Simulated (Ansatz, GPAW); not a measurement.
# A 2-layer slab of Re(0001): work function by functional and basis, part 2 of 2

Wanted: work functions and dipole of a 2-layer slab of Re(0001), with the cost of each level.

GPAW 26.7.0 and Ansatz 0.2.0; Ansatz plane waves; slab in vacuum with a dipole correction, relaxation (the session's first sound run).

So far, upper work function (eV): step 2 (relaxation, PBE) 4.86; step 3 (the slab's potential, PBE, GPAW) 4.86; step 4 (self-consistent run: xc = "LDA") 5.17.

### 5. Self-consistent run: xc = "revPBE"

The same geometry under revPBE, to see how far the functional moves the levels against the vacuum.

The input, run.py:

```python
import json
import numpy as np
from ase import Atoms
from gpaw import GPAW, PW

slab = Atoms(
    ['Re', 'Re'],
    positions=[
        [2.76000, 1.59349, 8.00000],
        [-0.00000, -0.00000, 10.05540]],
    cell=[[2.76, 0.0, 0.0], [1.38, 2.39023, 0.0], [0.0, 0.0, 18.2287]],
    pbc=[True, True, False])

slab.calc = GPAW(mode=PW(400), xc='revPBE', kpts={'size': (13, 13, 1), 'gamma': True},
                 occupations={'name': 'fermi-dirac', 'width': 0.1}, nbands='140%',
                 convergence={'density': 1e-05}, maxiter=200,
                 poissonsolver={'dipolelayer': 'xy'},
                 symmetry={'tolerance': 1e-3}, txt='slab.txt')
result = {}
energy = slab.get_potential_energy()
fermi = slab.calc.get_fermi_level()
v = slab.calc.get_electrostatic_potential().mean((0, 1)) - fermi
n = slab.calc.get_pseudo_density().mean((0, 1))
L = slab.cell[2, 2]
z = np.arange(len(v)) * L / len(v)
low, high = slab.positions[:, 2].min(), slab.positions[:, 2].max()
below, above = np.interp([low - 5.8, high + 5.8], z, v)
slopes = [np.interp(x, z, np.gradient(v, z)) for x in (low - 5.8, high + 5.8)]
eps = np.array([[slab.calc.get_eigenvalues(k, s) for k in range(len(slab.calc.get_ibz_k_points()))]
                for s in range(slab.calc.get_number_of_spins())]) - fermi
top, bottom = eps[eps < 0].max(), eps[eps > 0].min()
dipole = slab.get_dipole_moment()[2]
print(f'energy {energy:.4f} eV, Fermi level {fermi:.4f} eV, dipole {dipole:.5f} e A')
print(f'potential 5.8 A off the faces, from the Fermi level: lower {below:.4f} eV, upper {above:.4f} eV')
print(f'slope of the potential there: lower {slopes[0]:.5f}, upper {slopes[1]:.5f} eV/A')
print(f'nearest levels on the mesh: {top:.4f} and {bottom:.4f} eV')
print('magnetic moment', round(slab.get_magnetic_moment(), 3))
result.update(energy=energy, fermi=fermi, dipole=dipole, below=below, above=above, slopes=slopes, edges=[top, bottom],
              z=z.tolist(), v=v.tolist(), n=n.tolist(), positions=slab.positions.tolist(),
              forces=slab.get_forces(apply_constraint=False).tolist(), moments=slab.get_magnetic_moments().tolist())
json.dump(result, open('result.json', 'w'))
```

The run is started by

```console
> OMP_NUM_THREADS=1 OPENBLAS_NUM_THREADS=2 python run.py
```

The job ended after 12 s (2 threads of Intel Xeon 6975P-C (Granite Rapids), shared host; peak memory 0.17 GiB).

Numbers from this step:

```yaml
dipole_along_the_normal: 6.50e-6 e·Å
levels_nearest_the_fermi_level_on_the_mesh: -0.005040, 0.05269 eV from the Fermi level
upper_work_function: 4.727 eV
lower_work_function: 4.727 eV
```

The electrostatic potential energy of an electron (without an applied field's), less the Fermi level, planar mean by z:

```
z (Å)  electrostatic potential energy of an electron (without an applied field's), less the Fermi level, planar mean (eV)
  0.0                                                                                                                4.73
  0.5                                                                                                                4.73
  1.0                                                                                                                4.73
  1.5                                                                                                                4.73
  2.0                                                                                                                4.73
  2.5                                                                                                                4.73
  3.0                                                                                                                4.73
  3.5                                                                                                                4.73
  4.0                                                                                                                4.72
  4.5                                                                                                                4.72
  5.0                                                                                                                4.69
  5.5                                                                                                                4.59
  6.0                                                                                                                4.26
  6.5                                                                                                                3.07
  7.0                                                                                                               -1.18
  7.5                                                                                                               -14.8
  8.0                                                                                                               -29.2
  8.5                                                                                                               -15.3
  9.0                                                                                                               -4.01
  9.5                                                                                                               -13.2
 10.0                                                                                                               -28.9
 10.5                                                                                                               -17.0
 11.0                                                                                                               -2.11
 11.5                                                                                                                2.81
 12.0                                                                                                                4.19
 12.5                                                                                                                4.57
 13.0                                                                                                                4.68
 13.5                                                                                                                4.71
 14.0                                                                                                                4.72
 14.5                                                                                                                4.73
 15.0                                                                                                                4.73
 15.5                                                                                                                4.73
 16.0                                                                                                                4.73
 16.5                                                                                                                4.73
 17.0                                                                                                                4.73
 17.5                                                                                                                4.73
 18.0                                                                                                                4.73
```

The upper face's work function is 4.727 eV, against 4.859 eV in the first plane-wave PBE run at this geometry.

### 6. Self-consistent run: xc = "vdW-DF2"

The same geometry under vdW-DF2, to see how far the functional moves the levels against the vacuum (the van der Waals functionals take revPBE setups).

Edit run.py of step 5 so:

```diff
@@ -13,3 +13,3 @@
 
-slab.calc = GPAW(mode=PW(400), xc='revPBE', kpts={'size': (13, 13, 1), 'gamma': True},
+slab.calc = GPAW(mode=PW(400), xc='vdW-DF2', kpts={'size': (13, 13, 1), 'gamma': True},
                  occupations={'name': 'fermi-dirac', 'width': 0.1}, nbands='140%',
```

It took 16 s on 2 threads; peak memory 0.27 GiB.

Numbers from this step:

```
dipole along the normal                    : 7.02e-6 e·Å
levels nearest the Fermi level on the mesh : -0.06532, 0.01680 eV from the Fermi level
upper work function                        : 5.119 eV
lower work function                        : 5.119 eV
```

The upper face's work function is 5.119 eV, against 4.859 eV in the first plane-wave PBE run at this geometry.

### 7. Real-space grid: mode = "fd"

A real-space grid is a second complete basis, so it checks the plane-wave result.

Edit run.py of step 6 so:

```diff
@@ -3,3 +3,3 @@
 from ase import Atoms
-from gpaw import GPAW, PW
+from gpaw import GPAW
 
@@ -13,3 +13,3 @@
 
-slab.calc = GPAW(mode=PW(400), xc='vdW-DF2', kpts={'size': (13, 13, 1), 'gamma': True},
+slab.calc = GPAW(mode='fd', h=0.18, xc='PBE', kpts={'size': (13, 13, 1), 'gamma': True},
                  occupations={'name': 'fermi-dirac', 'width': 0.1}, nbands='140%',
```

Wall time 58 s (2 threads); peak memory 0.31 GiB.

This step gave:

```yaml
dipole_along_the_normal: 2.99e-7 e·Å
levels_nearest_the_fermi_level_on_the_mesh: -0.005977, 0.04699 eV from the Fermi level
upper_work_function: 4.859 eV
lower_work_function: 4.859 eV
```

The upper face's work function is 4.859 eV, against 4.859 eV in the first plane-wave PBE run at this geometry.

### 8. Atomic orbitals: mode = "lcao"

Atom-centred orbitals end a few angstrom from the surface, which tests how much the density's tail matters.

Edit run.py of step 7 so:

```diff
@@ -13,4 +13,4 @@
 
-slab.calc = GPAW(mode='fd', h=0.18, xc='PBE', kpts={'size': (13, 13, 1), 'gamma': True},
-                 occupations={'name': 'fermi-dirac', 'width': 0.1}, nbands='140%',
+slab.calc = GPAW(mode='lcao', basis='dzp', h=0.18, xc='PBE', kpts={'size': (13, 13, 1), 'gamma': True},
+                 occupations={'name': 'fermi-dirac', 'width': 0.1}, nbands='120%',
                  convergence={'density': 1e-05}, maxiter=200,
```

It took 2.2 min on 2 threads; peak memory 0.21 GiB.

This step gave:

```yaml
dipole_along_the_normal: 2.13e-6 e·Å
levels_nearest_the_fermi_level_on_the_mesh: -0.01317, 0.002874 eV from the Fermi level
upper_work_function: 4.858 eV
lower_work_function: 4.858 eV
```

The upper face's work function is 4.858 eV, against 4.859 eV in the first plane-wave PBE run at this geometry.

### 9. The ladder

Times are for 2 threads of Intel Xeon 6975P-C (Granite Rapids), shared host. The series side by side:

| no. | run | upper work function (eV) | time | memory (GiB) |
| --- | --- | --- | --- | --- |
| 1 | pw | 4.859 | 11 s | 0.17 |
| 2 | LDA | 5.171 | 11 s | 0.16 |
| 3 | revPBE | 4.727 | 12 s | 0.17 |
| 4 | vdW DF2 | 5.119 | 16 s | 0.27 |
| 5 | fd | 4.859 | 58 s | 0.31 |
| 6 | lcao | 4.858 | 2.2 min | 0.21 |

### 10. A second plane-wave code

A second program with its own datasets checks the number independently.

This step: Ansatz plane waves; slab in vacuum with a dipole correction (Ansatz 0.2.0).

The input, input.yaml:

```yaml
crystal:
  lattice:
    - [2.76, 0.0, 0.0]
    - [1.38, 2.3902301144, 0.0]
    - [0.0, 0.0, 18.2287]
  atoms:
    - { symbol: Re, position: [0.6666666667, 0.6666666667, 0.4388683779] }
    - { symbol: Re, position: [0.0, 0.0, 0.55162473] }
kpoints:
  mp_grid: { grid: [13, 13, 1] }
hamiltonian:
  xc: pbe
scf:
  occupations: { method: fermi_dirac, width: 0.1 }
efield:
  axis: 3
  dipole_correction: true
  ramp_width: 0.05
output:
  forces: true
  write_potential: true
  write_density: true
  volumetric_format: npy
```

The run is started by

```console
> ansatz run input.yaml --threads 2 --pin off --max-ram 4096MiB --backend cpu --events-out ev --progress --plain --runs-dir out
```

Wall time 1.5 s (2 threads); peak memory 0.46 GiB; 2.8 s of CPU time.

Numbers from this step:

```yaml
lower_work_function: 4.859 eV
dipole_along_the_normal: 4.59e-5 e·Å
dipole_field: 6.90e-5 V/Å
vacuum_level_above: 7.129 eV
vacuum_level_below: 7.130 eV
```

The electrostatic potential energy of an electron (with the applied field's), less the Fermi level, planar mean by z:

z (Å), electrostatic potential energy of an electron (with the applied field's), less the Fermi level, planar mean (eV) and a bar from the least value:
```
      0.0        4.9 ##############################
      0.5        4.9 ##############################
      1.0        4.9 ##############################
      1.5        4.9 ##############################
      2.0        4.9 ##############################
      2.5        4.9 ##############################
      3.0        4.9 ##############################
      3.5        4.9 ##############################
      4.0        4.9 ##############################
      4.5        4.8 ##############################
      5.0        4.8 ##############################
      5.5        4.7 ##############################
      6.0        4.4 ##############################
      6.5        3.1 ############################
      7.0       -1.1 ########################
      7.5      -15.1 #########
      8.0      -24.1 
      8.5      -15.5 #########
      9.0       -4.1 #####################
      9.5      -13.8 ###########
     10.0      -23.9 
     10.5      -16.9 ########
     11.0       -2.2 #######################
     11.5        2.9 ############################
     12.0        4.3 #############################
     12.5        4.7 ##############################
     13.0        4.8 ##############################
     13.5        4.8 ##############################
     14.0        4.9 ##############################
     14.5        4.9 ##############################
     15.0        4.9 ##############################
     15.5        4.9 ##############################
     16.0        4.9 ##############################
     16.5        4.9 ##############################
     17.0        4.9 ##############################
     17.5        4.9 ##############################
     18.0        4.9 ##############################
```

Table of valence density, planar mean by z:

```
z (Å)  valence density, planar mean (e/Å³)
  4.0                               1.1e-4
  4.5                               3.8e-4
  5.0                              0.00136
  5.5                              0.00479
  6.0                               0.0170
  6.5                               0.0603
  7.0                                0.223
  7.5                                 1.06
  8.0                                 1.81
  8.5                                 1.09
  9.0                                0.495
  9.5                                0.961
 10.0                                 1.79
 10.5                                 1.21
 11.0                                0.272
 11.5                               0.0689
 12.0                               0.0196
 12.5                              0.00552
 13.0                              0.00155
 13.5                               4.4e-4
 14.0                               1.2e-4
```

The upper face's work function is 4.858 eV, against 4.859 eV in the first plane-wave PBE run at this geometry.

### 11. Side by side

Results and costs are gathered.

This step: comparison of work functions, dipole and cost (GPAW 26.7.0).

Ladder, by row:

| step | code | work function, upper (eV) | work function, lower (eV) | dipole (e Å) | wall time (s) | peak memory (GiB) | threads |
| --- | --- | --- | --- | --- | --- | --- | --- |
| pw | GPAW | 4.859 | 4.859 | 5.88e-6 | 11.33 | 0.17 | 2 |
| LDA | GPAW | 5.171 | 5.171 | 4.19e-6 | 10.79 | 0.16 | 2 |
| revPBE | GPAW | 4.727 | 4.727 | 6.50e-6 | 11.6 | 0.17 | 2 |
| vdW-DF2 | GPAW | 5.119 | 5.119 | 7.02e-6 | 15.57 | 0.27 | 2 |
| fd | GPAW | 4.859 | 4.859 | 2.99e-7 | 58.03 | 0.31 | 2 |
| lcao | GPAW | 4.858 | 4.858 | 2.13e-6 | 130.5 | 0.21 | 2 |
| ansatz | Ansatz | 4.858 | 4.859 | 4.59e-5 | 1.51 | 0.463 | 2 |

### 12. A changed run

One more run, with changed settings.

This step: GPAW, PAW setups; slab in vacuum (GPAW 26.7.0).

Edit run.py of step 8 so:

```diff
@@ -3,3 +3,3 @@
 from ase import Atoms
-from gpaw import GPAW
+from gpaw import GPAW, PW
 
@@ -13,5 +13,5 @@
 
-slab.calc = GPAW(mode='lcao', basis='dzp', h=0.18, xc='PBE', kpts={'size': (13, 13, 1), 'gamma': True},
-                 occupations={'name': 'fermi-dirac', 'width': 0.1}, nbands='120%',
-                 convergence={'density': 1e-05}, maxiter=200,
+slab.calc = GPAW(mode=PW(400), xc='PBE', kpts={'size': (13, 13, 1), 'gamma': True},
+                 occupations={'name': 'fermi-dirac', 'width': 1.0}, nbands='140%',
+                 convergence={'density': 1e-05}, maxiter=100,
                  poissonsolver={'dipolelayer': 'xy'},
```

The run is started by

```console
> OMP_NUM_THREADS=1 OPENBLAS_NUM_THREADS=2 python run.py
```

The job ended after 12 s (2 threads; peak memory 0.17 GiB).

The run finished. A setting was moved off its sound value on purpose, so it serves as a test and not as the result.

The fault put into the input: a smearing of electronvolts (width = 1.0).

Side by side:

| quantity | this run | sound run | difference |
| --- | --- | --- | --- |
| upper work function (eV) | 5.1819 | 4.8588 | 0.323 |
| lower work function (eV) | 5.1812 | 4.8585 | 0.323 |

One result that differs is the upper work function, 5.18 eV against 4.86 eV.

### 13. What came out

- work function, both faces: 4.86 eV
- dipole along the normal: 5.9e-6 e Å, near the numerical noise

With plane waves and PBE the work function is 4.86 eV on the upper face and 4.86 eV on the lower. Over the sound runs of the table the upper face's work function spans 4.727 (revPBE) to 5.171 eV (LDA). The two plane-wave codes differ by 7.7e-4 eV on the upper face. The runs had no spin polarisation, so a magnetic state, which thin layers of d-metal atoms can have, wasn't tested. The slab is only 2.1 Å thick between its outer nuclei, so the values belong to this film more than to the surface of the bulk metal. The in-plane lattice was kept as typed, which isn't the functional's own and leaves some strain; spin-orbit coupling and temperature are left out.

[Logs are printed without paths, hosts, clocks, repeated set-up lines and the standing remarks that a program may print on its own settings, such as how far it seeks lower states.]

[Hosts, paths, dates, database ids (printed as entryN), source tags and the programs' standing remarks are cut or masked in the printed files.]
